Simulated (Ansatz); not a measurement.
# Amorphous Si: valence band and core levels, part 5 of 7

Wanted: XPS lines and valence band of amorphous Si, from a random start taken through short hot and cool dynamics.

Ansatz 0.2.0; DFT, LDA, plane-wave PAW, default files, scalar-relativistic.

So far. Step 5 (Dynamics at 300 K): Beyond half the shortest lattice vector, 4.2 Å, g(r) counts periodic images.

## 6. Relaxation

The quenched cell is relaxed to a local minimum.

File input.yaml:

```yaml
crystal:
  lattice:
    - [8.4978037057, 0.0, 0.0]
    - [0.0, 8.4978037057, 0.0]
    - [0.0, 0.0, 8.4978037057]
  atoms:
    - { symbol: Si, position: [0.540369291, 0.2841875443, 0.5958556567] }
    - { symbol: Si, position: [0.0849060402, 0.5654921633, 0.5377379003] }
    - { symbol: Si, position: [0.3511957566, 0.1162468035, 0.2413994067] }
    - { symbol: Si, position: [0.680659321, 0.7054237919, 0.0259195865] }
    - { symbol: Si, position: [0.6972082354, 0.8065182832, 0.3664857905] }
    - { symbol: Si, position: [0.7098690416, 1.1097389956, 0.4275964113] }
    - { symbol: Si, position: [0.8383835408, 0.5590463144, 0.3683813696] }
    - { symbol: Si, position: [0.5782119321, 1.0916845074, 0.0779811019] }
    - { symbol: Si, position: [0.6298902847, 0.3151749974, -0.1072309831] }
    - { symbol: Si, position: [0.250559633, 0.7985564847, 0.5630775206] }
    - { symbol: Si, position: [0.8617947194, 0.8259734327, 0.6128026202] }
    - { symbol: Si, position: [0.4267587496, 0.5495569218, 0.5144550301] }
    - { symbol: Si, position: [0.6065002255, 0.641965667, 0.7387054051] }
    - { symbol: Si, position: [0.5580160601, 0.5601972634, 0.2676386511] }
    - { symbol: Si, position: [0.5853548269, 0.9070594319, 0.6318268948] }
    - { symbol: Si, position: [0.3748651231, 0.0743377096, 0.5438659157] }
    - { symbol: Si, position: [0.1875848232, 0.289134418, 0.5749636789] }
    - { symbol: Si, position: [-0.0220737884, 0.3599902098, 0.2008337375] }
    - { symbol: Si, position: [0.7095346629, 1.3148095051, 0.2491783074] }
    - { symbol: Si, position: [0.3570055892, 0.468695526, -0.2215332283] }
    - { symbol: Si, position: [0.8337884214, 0.1746034288, 0.6665830768] }
    - { symbol: Si, position: [1.0594156213, 0.0880844847, 0.2496698074] }
    - { symbol: Si, position: [0.7421874748, 0.9522077863, -0.1449574348] }
    - { symbol: Si, position: [1.0641025296, 1.019613969, 0.5293978085] }
    - { symbol: Si, position: [1.0243161341, 0.4399331072, 0.783028131] }
    - { symbol: Si, position: [0.2574401418, 0.4059251359, 0.3001058695] }
    - { symbol: Si, position: [0.7895773873, 0.4528240614, 0.6202494795] }
    - { symbol: Si, position: [0.7982204688, 0.9536204694, 0.1459718897] }
    - { symbol: Si, position: [0.8403331775, 0.4856216719, -0.0013177667] }
    - { symbol: Si, position: [0.4141467103, 0.403556212, 0.0795781542] }
kpoints:
  mp_grid: { grid: [2, 2, 2] }
scf:
  occupations: { method: fermi_dirac, width: 0.03 }
  n_extra_bands: 23
hamiltonian:
  xc: lda
  pseudopotentials: { kind: paw }
output:
  forces: true
relax:
  f_tol: 0.05
  max_steps: 60
```

Command:

```console
$ ansatz run input.yaml --threads 4 --pin off --max-ram 8192MiB --backend cpu --events-out ev --progress --plain --runs-dir out
```

Numbers of over 12 decimals in the logs are rounded to 6 here.

Output:

```text
[...]
Crystal: 30 atoms, lattice volume = 613.649 Å³
Basis set: ecut = 420 eV, 11981 PW (Γ)
Bands: 83, of which v1, the nominal top of the filled ones, is band 60 counted from 1 (59 counted from 0)
Symmetry: 1 space group operations
[...]
k-points: 8
[...]
- { symbol: Si, position: [0.681963, 0.859405, 0.407374] }
    - { symbol: Si, position: [0.685455, 1.135774, 0.484678] }
    - { symbol: Si, position: [0.866457, 0.585797, 0.367896] }
    - { symbol: Si, position: [0.573221, 1.091804, 0.120996] }
[...]
- { symbol: Si, position: [0.757048, 0.487254, 0.604883] }
    - { symbol: Si, position: [0.802507, 0.931529, 0.087628] }
    - { symbol: Si, position: [0.858646, 0.423958, -0.022438] }
    - { symbol: Si, position: [0.419707, 0.433520, 0.040082] }
[key lines of the parts left out:]
SCF converged after 6 iterations
Free energy (F): -18246.684625 eV
Fermi energy:    5.880379 eV
```

It took 74 s on 4 threads of Intel Xeon at 2.80GHz (Skylake/Cascade Lake), shared host; peak memory 1.6 GiB; 4.4 min of CPU time.

Relaxation path:

```
step  energy less that of the first step (eV)  largest force component (eV/Å)
   1                                   0.0000                          1.1817
   2                                  -1.4445                          0.8195
   3                                  -2.5774                          0.5947
   4                                  -3.1410                          0.5115
   5                                  -3.6126                          0.5406
   6                                  -3.8973                          0.5182
   7                                  -4.1144                          0.3365
   8                                  -4.4006                          0.4200
   9                                  -4.6719                          0.4717
  10                                  -4.8559                          0.2634
  11                                  -4.9415                          0.2422
  12                                  -5.0006                          0.2654
  13                                  -5.0509                          0.1085
  14                                  -5.0719                          0.0820
  15                                  -5.0807                          0.0516
  16                                  -5.0850                          0.0532
  17                                  -5.0875                          0.0371
```

The atoms that moved most (Å):

```
atom      dx      dy      dz  length
Si12  -0.382  -0.364  -0.766   0.930
Si17   0.652   0.435   0.421   0.890
Si10   0.427  -0.731   0.213   0.873
 Si2  -0.379   0.600   0.359   0.796
Si26  -0.083  -0.429  -0.524   0.682
Si23   0.086   0.551  -0.298   0.633
Si20   0.165   0.574   0.135   0.612
 Si4   0.519  -0.317   0.055   0.610
```

The relaxed structure:

```cif
data_structure
_symmetry_space_group_name_H-M 'P 1'
_symmetry_Int_Tables_number 1
_cell_length_a 8.4978
_cell_length_b 8.4978
_cell_length_c 8.4978
_cell_angle_alpha 90.000
_cell_angle_beta 90.000
_cell_angle_gamma 90.000
_cell_volume 613.65
loop_
_atom_site_label
_atom_site_type_symbol
_atom_site_fract_x
_atom_site_fract_y
_atom_site_fract_z
_atom_site_occupancy
Si1 Si 0.54768 0.31511 0.64175 1
Si2 Si 0.04033 0.63613 0.58002 1
Si3 Si 0.32457 0.08808 0.26732 1
Si4 Si 0.74169 0.66816 0.03239 1
Si5 Si 0.68196 0.85940 0.40737 1
Si6 Si 0.68546 0.13577 0.48468 1
Si7 Si 0.86646 0.58580 0.36790 1
Si8 Si 0.57322 0.09180 0.12100 1
Si9 Si 0.61971 0.27761 0.91217 1
Si10 Si 0.30080 0.71251 0.58819 1
Si11 Si 0.86807 0.84190 0.61578 1
Si12 Si 0.38176 0.50670 0.42436 1
Si13 Si 0.62383 0.66110 0.77933 1
Si14 Si 0.58701 0.55550 0.23452 1
Si15 Si 0.53657 0.89463 0.64720 1
Si16 Si 0.32301 0.06269 0.55033 1
Si17 Si 0.26426 0.34037 0.62456 1
Si18 Si 0.96992 0.33793 0.21293 1
Si19 Si 0.69244 0.29788 0.26960 1
Si20 Si 0.37642 0.53621 0.79431 1
Si21 Si 0.90319 0.17838 0.64911 1
Si22 Si 0.02883 0.06164 0.22462 1
Si23 Si 0.75235 0.01707 0.81992 1
Si24 Si 0.05587 0.00978 0.49701 1
Si25 Si 0.99911 0.41595 0.74326 1
Si26 Si 0.24770 0.35541 0.23846 1
Si27 Si 0.75705 0.48725 0.60488 1
Si28 Si 0.80251 0.93153 0.08763 1
Si29 Si 0.85865 0.42396 0.97756 1
Si30 Si 0.41971 0.43352 0.04008 1
```

Numbers from this step:

* free energy: -18246.6846 eV
* energy at zero smearing: -18246.6772 eV
* smearing term TS: 0.01484 eV
* Fermi energy: 5.880 eV
* gap by band count: 0.1157 eV

The relaxation ends 170 meV an atom lower, with a largest force component of 0.037 eV/Å.

## 7. Valence states

The base run gives the projected DOS, from which the spectra are built.

File input.yaml:

```yaml
crystal:
  lattice:
    - [8.4978037057, 0.0, 0.0]
    - [0.0, 8.4978037057, 0.0]
    - [0.0, 0.0, 8.4978037057]
  atoms:
    - { symbol: Si, position: [0.5476823625, 0.3151053408, 0.6417486192] }
    - { symbol: Si, position: [0.0403293402, 0.6361346767, 0.5800162804] }
    - { symbol: Si, position: [0.3245696438, 0.088080425, 0.2673246525] }
    - { symbol: Si, position: [0.7416922012, 0.6681585242, 0.0323924822] }
    - { symbol: Si, position: [0.6819628178, 0.8594045879, 0.4073743063] }
    - { symbol: Si, position: [0.6854554683, 1.1357739826, 0.4846784215] }
    - { symbol: Si, position: [0.866457041, 0.5857973514, 0.3678956304] }
    - { symbol: Si, position: [0.5732214307, 1.0918040915, 0.1209958888] }
    - { symbol: Si, position: [0.6197091188, 0.2776080546, -0.0878267449] }
    - { symbol: Si, position: [0.3007968365, 0.71251071, 0.5881885925] }
    - { symbol: Si, position: [0.8680748218, 0.8418987336, 0.6157797121] }
    - { symbol: Si, position: [0.3817589589, 0.5066964596, 0.424356018] }
    - { symbol: Si, position: [0.623830119, 0.6611038729, 0.7793270246] }
    - { symbol: Si, position: [0.5870091885, 0.5555046452, 0.234521606] }
    - { symbol: Si, position: [0.5365663459, 0.8946268253, 0.6472038716] }
    - { symbol: Si, position: [0.3230134156, 0.0626924679, 0.5503329573] }
    - { symbol: Si, position: [0.2642592952, 0.3403704141, 0.6245636574] }
    - { symbol: Si, position: [-0.0300828531, 0.3379314633, 0.2129344588] }
    - { symbol: Si, position: [0.6924350325, 1.297876106, 0.2696003507] }
    - { symbol: Si, position: [0.3764168066, 0.5362117133, -0.2056903726] }
    - { symbol: Si, position: [0.9031875717, 0.178377715, 0.6491125067] }
    - { symbol: Si, position: [1.028825522, 0.0616445733, 0.2246159084] }
    - { symbol: Si, position: [0.7523540658, 1.0170688237, -0.1800807787] }
    - { symbol: Si, position: [1.0558738628, 1.0097783134, 0.4970100996] }
    - { symbol: Si, position: [0.9991123218, 0.4159485651, 0.743258799] }
    - { symbol: Si, position: [0.2477035961, 0.3554122539, 0.238460832] }
    - { symbol: Si, position: [0.757047832, 0.4872539301, 0.6048828682] }
    - { symbol: Si, position: [0.8025066484, 0.931528596, 0.0876278192] }
    - { symbol: Si, position: [0.858646184, 0.4239575535, -0.0224377801] }
    - { symbol: Si, position: [0.4197071385, 0.4335195276, 0.0400821014] }
kpoints:
  mp_grid: { grid: [2, 2, 2] }
scf:
  occupations: { method: fermi_dirac, width: 0.03 }
  n_extra_bands: 30
hamiltonian:
  xc: lda
  pseudopotentials: { kind: paw }
output:
  forces: true
  stress: true
  efg: { contact_densities: true }
  dos:
    projected:
      site_lists:
        Si: [0, 1, 2, 3, 4, 5, 6, 7, 8, 9, 10, 11, 12, 13, 14, 15, 16, 17, 18, 19, 20, 21, 22, 23, 24, 25, 26, 27, 28, 29]
    de: 0.05
    e_range: [-30, 12]
    method: { smearing: { sigma: 0.15, scheme: gaussian } }
  write_density: true
  write_potential: true
  elf: true
  volumetric_format: npy
```

Output:

```text
[...]
Crystal: 30 atoms, lattice volume = 613.649 Å³
Basis set: ecut = 420 eV, 11981 PW (Γ)
Bands: 90, of which v1, the nominal top of the filled ones, is band 60 counted from 1 (59 counted from 0)
Symmetry: 1 space group operations
[...]
k-points: 8
[...]
SCF iter   1: F=—  HF=-18246.764997 eV  |F-HF|=—  |Δ(HF+E_count)|=         —  Δρ=4.92e-3  dr2=3.20e-1  ethr=1.77e-3  ⟨swp⟩=8.1  Hψ=4026  notcnv=0  defer=52
[...]
SCF iter   7: F=-18246.684625 eV  HF=-18246.684625 eV  |F-HF|=7.37e-9  |Δ(HF+E_count)|=   3.79e-8  Δρ=2.99e-6  dr2=6.77e-8  ethr=8.33e-11  ⟨swp⟩=22.1  Hψ=7117  notcnv=0
SCF 1 converged in 7 iterations: F = -18246.684625 eV  dr2 = 6.77e-8
[...]
SCF converged after 7 iterations
Free energy (F): -18246.684625 eV
[...]
Internal energy: -18246.669780 eV  (E = F + TS)
E sigma→0 (E₀):  -18246.677203 eV
Entropy (-TS):   -0.014844 eV (-0.495 meV/atom)
Fermi energy:    5.880385 eV
[...]
--- Forces (eV/Å), atoms counted from 1 ---
  atom   1  Si    -0.00495271    -0.01059191     0.00065378
  atom   2  Si    -0.01644751     0.00082349    -0.00390714
  atom   3  Si     0.01058216     0.00331280    -0.01554197
  atom   4  Si     0.00003795    -0.00075287     0.01494743
  atom   5  Si     0.00545744    -0.00073885    -0.00781751
  atom   6  Si    -0.00417591     0.00849862    -0.00264667
  atom   7  Si     0.01061010    -0.01070767    -0.00369954
  atom   8  Si     0.00058511     0.00032703    -0.00797474
  atom   9  Si    -0.00122991     0.00039962     0.00836153
  atom  10  Si    -0.00604966    -0.00932583    -0.00209346
  atom  11  Si    -0.00197240    -0.01037604     0.00084913
  atom  12  Si     0.00208734    -0.00126788    -0.01550076
  atom  13  Si    -0.01493054     0.00780247    -0.00483645
  atom  14  Si    -0.00858715    -0.01257056     0.00774555
  atom  15  Si     0.03291218     0.02342188     0.00876225
  atom  16  Si     0.00678545    -0.02130942    -0.01196559
  atom  17  Si     0.02797799     0.03712953    -0.00724949
  atom  18  Si    -0.00448710    -0.00862887     0.00384276
  atom  19  Si    -0.00337723     0.00731595     0.00759711
  atom  20  Si    -0.00641887     0.00104933    -0.00327992
  atom  21  Si     0.01468963     0.01709064     0.00915422
  atom  22  Si     0.00886544     0.00820732     0.00323167
  atom  23  Si    -0.00614151    -0.01973171    -0.02065920
  atom  24  Si     0.00304589     0.00937239     0.00483571
  atom  25  Si    -0.00796458    -0.00892567     0.00339725
  atom  26  Si     0.00486132     0.01519268     0.01322082
  atom  27  Si    -0.00913056    -0.01088946    -0.00452922
  atom  28  Si    -0.00951472    -0.00952871     0.02369744
  atom  29  Si    -0.00798489    -0.00475850    -0.00081127
  atom  30  Si    -0.01506868     0.00019686     0.00228769
  max |Σ_I F_I| component: 7.14e-5 eV/Å
--- Stress (GPa, compression-positive) ---
       -0.198108       1.001088      -0.423431
        1.001088      -0.663409      -0.770679
       -0.423431      -0.770679       0.752230
  P = ⅓ Tr σ = -0.0364 GPa (-0.364 kbar)
--- PAW observables at the nuclei: V_zz in 10²¹ V/m², potentials from the cell's mean, atoms counted from 1 ---
  atom   1  Si V_zz =    +1.376234   η = 0.8924   by run symmetry: allowed
            electrostatic potential = -1358.250401 V   contact ρ = 12695.233362 e/Å³
  atom   2  Si V_zz =    -2.628177   η = 0.7108   by run symmetry: allowed
            electrostatic potential = -1358.450619 V   contact ρ = 12695.376229 e/Å³
  atom   3  Si V_zz =    -1.724714   η = 0.5988   by run symmetry: allowed
            electrostatic potential = -1357.708814 V   contact ρ = 12696.235233 e/Å³
  atom   4  Si V_zz =    -2.452730   η = 0.4578   by run symmetry: allowed
            electrostatic potential = -1358.239586 V   contact ρ = 12694.062111 e/Å³
  atom   5  Si V_zz =    -1.856243   η = 0.7351   by run symmetry: allowed
            electrostatic potential = -1358.303029 V   contact ρ = 12698.598111 e/Å³
  atom   6  Si V_zz =    +1.986369   η = 0.3434   by run symmetry: allowed
            electrostatic potential = -1358.510258 V   contact ρ = 12695.111495 e/Å³
  atom   7  Si V_zz =    +4.927423   η = 0.3994   by run symmetry: allowed
            electrostatic potential = -1358.063516 V   contact ρ = 12699.339911 e/Å³
  atom   8  Si V_zz =    +2.281736   η = 0.7695   by run symmetry: allowed
            electrostatic potential = -1357.987110 V   contact ρ = 12696.329590 e/Å³
  atom   9  Si V_zz =    -1.145852   η = 0.5374   by run symmetry: allowed
            electrostatic potential = -1358.189267 V   contact ρ = 12694.371687 e/Å³
  atom  10  Si V_zz =    +2.815383   η = 0.7322   by run symmetry: allowed
            electrostatic potential = -1358.317176 V   contact ρ = 12697.248376 e/Å³
  atom  11  Si V_zz =    -2.773722   η = 0.8343   by run symmetry: allowed
            electrostatic potential = -1358.303519 V   contact ρ = 12695.606522 e/Å³
  atom  12  Si V_zz =    +3.435240   η = 0.9032   by run symmetry: allowed
            electrostatic potential = -1358.106919 V   contact ρ = 12695.689933 e/Å³
  atom  13  Si V_zz =    -1.676228   η = 0.8631   by run symmetry: allowed
            electrostatic potential = -1358.442327 V   contact ρ = 12695.914520 e/Å³
  atom  14  Si V_zz =    -2.460277   η = 0.2543   by run symmetry: allowed
            electrostatic potential = -1358.133512 V   contact ρ = 12694.466287 e/Å³
  atom  15  Si V_zz =    +2.938390   η = 0.4506   by run symmetry: allowed
            electrostatic potential = -1357.804154 V   contact ρ = 12695.699605 e/Å³
  atom  16  Si V_zz =    +3.418309   η = 0.6057   by run symmetry: allowed
            electrostatic potential = -1357.784816 V   contact ρ = 12696.694662 e/Å³
  atom  17  Si V_zz =    -1.694433   η = 0.9113   by run symmetry: allowed
            electrostatic potential = -1357.978221 V   contact ρ = 12698.770249 e/Å³
  atom  18  Si V_zz =    -1.242088   η = 0.9856   by run symmetry: allowed
            electrostatic potential = -1358.189018 V   contact ρ = 12692.888934 e/Å³
  atom  19  Si V_zz =    +4.021187   η = 0.9111   by run symmetry: allowed
            electrostatic potential = -1358.200529 V   contact ρ = 12695.889007 e/Å³
  atom  20  Si V_zz =    +5.085118   η = 0.3073   by run symmetry: allowed
            electrostatic potential = -1358.286999 V   contact ρ = 12695.291111 e/Å³
  atom  21  Si V_zz =    +3.038771   η = 0.4697   by run symmetry: allowed
            electrostatic potential = -1358.456958 V   contact ρ = 12694.485728 e/Å³
  atom  22  Si V_zz =    -2.403410   η = 0.6790   by run symmetry: allowed
            electrostatic potential = -1357.787524 V   contact ρ = 12696.639860 e/Å³
  atom  23  Si V_zz =    +2.627675   η = 0.6743   by run symmetry: allowed
            electrostatic potential = -1357.927924 V   contact ρ = 12696.354946 e/Å³
  atom  24  Si V_zz =    +1.573193   η = 0.7244   by run symmetry: allowed
            electrostatic potential = -1358.446973 V   contact ρ = 12694.576329 e/Å³
  atom  25  Si V_zz =    +2.102842   η = 0.8656   by run symmetry: allowed
            electrostatic potential = -1358.326818 V   contact ρ = 12693.942511 e/Å³
  atom  26  Si V_zz =    +0.763786   η = 0.5622   by run symmetry: allowed
            electrostatic potential = -1358.264950 V   contact ρ = 12694.838567 e/Å³
  atom  27  Si V_zz =    +3.208942   η = 0.7788   by run symmetry: allowed
            electrostatic potential = -1358.314583 V   contact ρ = 12695.296287 e/Å³
  atom  28  Si V_zz =    -1.873713   η = 0.9892   by run symmetry: allowed
            electrostatic potential = -1357.787881 V   contact ρ = 12694.791031 e/Å³
  atom  29  Si V_zz =    +1.423027   η = 0.9019   by run symmetry: allowed
            electrostatic potential = -1358.277472 V   contact ρ = 12694.313258 e/Å³
  atom  30  Si V_zz =    +3.324735   η = 0.9612   by run symmetry: allowed
            electrostatic potential = -1358.348847 V   contact ρ = 12695.163265 e/Å³
--- Band table (eV; the first three rows and the last of 8) ---
  k-point 0: bands = [... 56 lower, 4.8236, 4.9899, 5.2581, 5.4673, 5.9311, 6.2138, 6.3600, 6.6337, ... 26 higher]
  k-point 1: bands = [... 56 lower, 5.2110, 5.3665, 5.4732, 5.7224, 5.9929, 6.2401, 6.4384, 6.8046, ... 26 higher]
  k-point 2: bands = [... 56 lower, 5.3387, 5.3965, 5.6838, 5.8119, 6.0150, 6.3273, 6.4567, 6.6781, ... 26 higher]
  k-point 7: bands = [... 56 lower, 5.3754, 5.4866, 5.6415, 5.7880, 6.2416, 6.5172, 6.6045, 6.8708, ... 26 higher]
```

Elapsed: 12 s, on 4 threads; peak memory 1.6 GiB; 41 s of CPU time.

A gap read on the k-mesh alone can miss the band edges.

This step gave:

```
pressure                                       : -0.03643 GPa
gap on the k-mesh                              : 0.1157 eV
zero of energy                                 : valence-band maximum
share of occupied states in no projected shell : 0.0145 of the occupied states in the window
```

The DOS has structure finer than the step of the table below, so its rows give means over 0.5 eV, whole bins alone (the curve runs from -14.8 to 3.64 eV). Peaks (eV: height): total -8.36: 11.4, -2.86: 16.3, -2.16: 15.9, -1.06: 17.0, 1.94: 18.9, 2.44: 17.7, 3.54: 21.3; Si 3p -6.46: 5.27, -2.76: 14.0, -2.16: 13.8, -1.06: 14.6, 1.94: 12.5, 2.44: 11.6, 3.54: 13.2; Si 3s -11.96: 4.96, -10.76: 4.76, -10.26: 5.41, -8.36: 6.64, -6.46: 4.95, -5.26: 3.80, 1.94: 3.61.

DOS against E, zero at the valence-band maximum; means over each step; values in states/eV/cell:

```
E (eV)   total   Si 3p   Si 3s
 -13.5  1.9e-4       0  1.8e-4
 -13.0   0.585  0.0646   0.517
 -12.5    2.77   0.670    2.08
 -12.0    5.52    1.68    3.80
 -11.5    2.76   0.997    1.74
 -11.0    6.29    2.37    3.89
 -10.5    6.94    2.67    4.23
 -10.0    7.28    2.86    4.38
  -9.5    5.94    2.39    3.52
  -9.0    7.45    3.12    4.29
  -8.5    9.67    4.08    5.53
  -8.0    8.34    3.53    4.76
  -7.5    8.01    3.62    4.33
  -7.0    7.58    3.66    3.85
  -6.5    8.63    4.43    4.13
  -6.0    6.95    4.13    2.76
  -5.5    8.31    5.27    2.96
  -5.0    9.41    6.59    2.72
  -4.5    10.6    8.01    2.47
  -4.0    12.5    10.0    2.29
  -3.5    14.2    11.9    2.09
  -3.0    14.9    12.7    1.99
  -2.5    13.7    11.9    1.60
  -2.0    13.5    11.7    1.56
  -1.5    12.3    10.7    1.30
  -1.0    15.6    13.3    1.81
  -0.5    14.0    11.7    1.85
   0.0    8.27    6.60    1.27
   0.5    8.62    6.13    1.86
   1.0    12.2    8.41    2.72
   1.5    13.5    9.05    2.80
   2.0    17.1    11.2    3.25
   2.5    15.8    10.3    2.70
   3.0    15.3    9.82    2.36
```

(Part 5 of 7 ends here.)

[Logs are printed without paths, hosts, clocks, repeated set-up lines and the standing remarks that a program may print on its own settings, such as how far it seeks lower states.]

[Hosts, paths, dates, database ids (printed as entryN), source tags and the programs' standing remarks are cut or masked in the printed files.]

[Maps of the electrostatic potential energy from Ansatz leave out the sawtooth potential of an applied field or a dipole correction, so their vacuum need not be flat; work functions include it.]
